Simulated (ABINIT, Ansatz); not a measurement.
Entries from a set of simulations; values are calculated unless marked as measured.

```json
{"subject": "A GW chain in ABINIT: CdTe (F-43m)", "lattice_ang": [[0.0, 3.24, 3.24], [3.24, 0.0, 3.24], [3.24, 3.24, 0.0]], "atoms": [["Cd", 0.0, 0.0, 0.0], ["Te", 0.25, 0.25, 0.25]], "method": "RPA screening on PBE, plane waves, norm-conserving pseudopotentials (and 2 further levels or steps)", "program": "ABINIT 10.8.3", "settings": "cutoff 47 Ha, PseudoDojo scalar-relativistic 0.4.1 standard, norm-conserving, ngkpt (4, 4, 4), nband 628, ecuteps 12 Ha, inclvkb 2, shiftk (0, 0, 0), symchi 1, awtr 1, frequency ppm, 4×4×4 k-mesh", "cost": "5 runs, 43 min in all on 8 MPI ranks of Intel Xeon Platinum 8375C at 2.90GHz (Ice Lake), shared host", "notes": "The cell and positions come from the Crystallography Open Database and are kept as given unless a step says otherwise. Limits: mesh may overstate the screening; no spin-orbit coupling. The 4×4×4 mesh is coarse for this cell, which bears on the long-range parts of exchange and screening. The norm-conserving file of at least one element keeps a d shell over frozen s and p shells of the same row. Exchange with those shells is missing from the self-energy, an error of 0.3 to 0.9 eV in cases checked, whose sign depends on which edge lies on those atoms. The RPA ε∞ on this mesh reaches over 25; with a narrow direct gap a coarse mesh can overstate it, and the correction is then too small.", "results": {"pbe_gap": "0.77 eV, direct", "g0w0_gap_on_the_mesh": "1.87 eV", "gw_settings": "4×4×4 mesh, 628 bands, screening to 326.5 eV, Godby-Needs plasmon pole", "known_limits": "short of the basis limit; exchange with frozen shells missing; mesh may overstate the screening; no spin-orbit coupling; coarse k mesh"}}
```

```json
{"subject": "Quasiparticle gap of SrTiO3 (Tausonite) in ABINIT", "lattice_ang": [[3.9053, 0.0, 0.0], [0.0, 3.9053, 0.0], [0.0, 0.0, 3.9053]], "atoms": [["Sr", 0.5, 0.5, 0.5], ["Ti", 0.0, 0.0, 0.0], ["O", 0.5, 0.0, 0.0], ["O", 0.0, 0.5, 0.0], ["O", 0.0, 0.0, 0.5]], "method": "RPA screening on PBE, plane waves, norm-conserving pseudopotentials (and 2 further levels or steps)", "program": "ABINIT 10.8.3", "settings": "cutoff 38 Ha, PseudoDojo scalar-relativistic 0.4.1 standard, norm-conserving, ngkpt (4, 4, 4), nband 176, ecuteps 6 Ha, inclvkb 2, shiftk (0, 0, 0), symchi 1, awtr 1, frequency ppm, 4×4×4 k-mesh", "cost": "4 runs, 7.5 min in all on 8 MPI ranks of Intel Xeon Platinum 8375C at 2.90GHz (Ice Lake), shared host", "notes": "The program’s warnings: nkpt*nsppol () is not a multiple of nproc spkpt (). The cell and positions come from the Crystallography Open Database and are kept as given unless a step says otherwise. Limits: no spin-orbit coupling. The 4×4×4 mesh is coarse for this cell, which bears on the long-range parts of exchange and screening.", "results": {"pbe_gap": "1.91 eV, indirect", "g0w0_gap_on_the_mesh": "3.47 eV", "gw_settings": "4×4×4 mesh, 176 bands, screening to 163.3 eV, Godby-Needs plasmon pole", "known_limits": "short of the basis limit; no spin-orbit coupling; coarse k mesh"}}
```

```json
{"subject": "Quasiparticle gap of BN (P6_3/mmc) in ABINIT", "lattice_ang": [[2.504, 0.0, 0.0], [-1.252, 2.1685, 0.0], [0.0, 0.0, 6.6612]], "atoms": [["B", 0.3333, 0.6667, 0.25], ["B", 0.6667, 0.3333, 0.75], ["N", 0.3333, 0.6667, 0.75], ["N", 0.6667, 0.3333, 0.25]], "method": "RPA screening on PBE, plane waves, norm-conserving pseudopotentials (and 2 further levels or steps)", "program": "ABINIT 10.8.3", "settings": "cutoff 36 Ha, PseudoDojo scalar-relativistic 0.4.1 standard, norm-conserving, ngkpt (6, 6, 4), nband 332, ecuteps 12 Ha, inclvkb 2, shiftk (0, 0, 0), symchi 1, awtr 1, frequency ppm, 6×6×4 k-mesh", "cost": "5 runs, 23 min in all on 8 MPI ranks of Intel Xeon Platinum 8375C at 2.90GHz (Ice Lake), shared host", "notes": "The program’s warnings: nkpt*nsppol () is not a multiple of nproc spkpt (). The cell and positions come from the Crystallography Open Database and are kept as given unless a step says otherwise. Local fields lower the RPA ε∞ on this mesh from 4.55 to 4.22; a Γ-centred mesh this coarse tends to raise both, most where the direct gap is narrow, while a short band sum lowers them. The 6×6×4 mesh is coarse for this cell, which bears on the long-range parts of exchange and screening.", "results": {"pbe_gap": "4.29 eV, indirect", "g0w0_gap_on_the_mesh": "5.91 eV", "g0w0_gap_over_the_zone_rigid_shift": "5.88 eV", "gw_settings": "6×6×4 mesh, 332 bands, screening to 326.5 eV, Godby-Needs plasmon pole", "known_limits": "short of the basis limit; coarse k mesh"}}
```

[Long decimals in the printed logs are rounded to 6 places.]

[Logs are printed without paths, hosts, clocks, repeated set-up lines and the standing remarks that a program may print on its own settings, such as how far it seeks lower states.]

[Paths, hosts, dates, memory and timing lines, banners, echoed tables and standing remarks are left out of the program output; an Ansatz launch command may be rebuilt from the run's recorded settings. Measured values are a selection of at most five: reports struck by readers or far from the other reports are left out. None is set beside runs whose start may be inverted or whose files or cutoffs have a known fault.]

[Runs of the session that timed out or met a known fault of the program may be left out.]

[Hosts, paths, dates, database ids (printed as entryN), source tags and the programs' standing remarks are cut or masked in the printed files.]

[G0W0 gaps are taken among the corrected bands and points alone; a level outside them can change the order at an edge.]

[Where Ansatz stands beside ABINIT at settings called matched, ABINIT's density can come from a denser mesh and the files from another edition; pairs whose starting gaps differed by over 0.03 eV were left out, so agreement reads better than it is.]
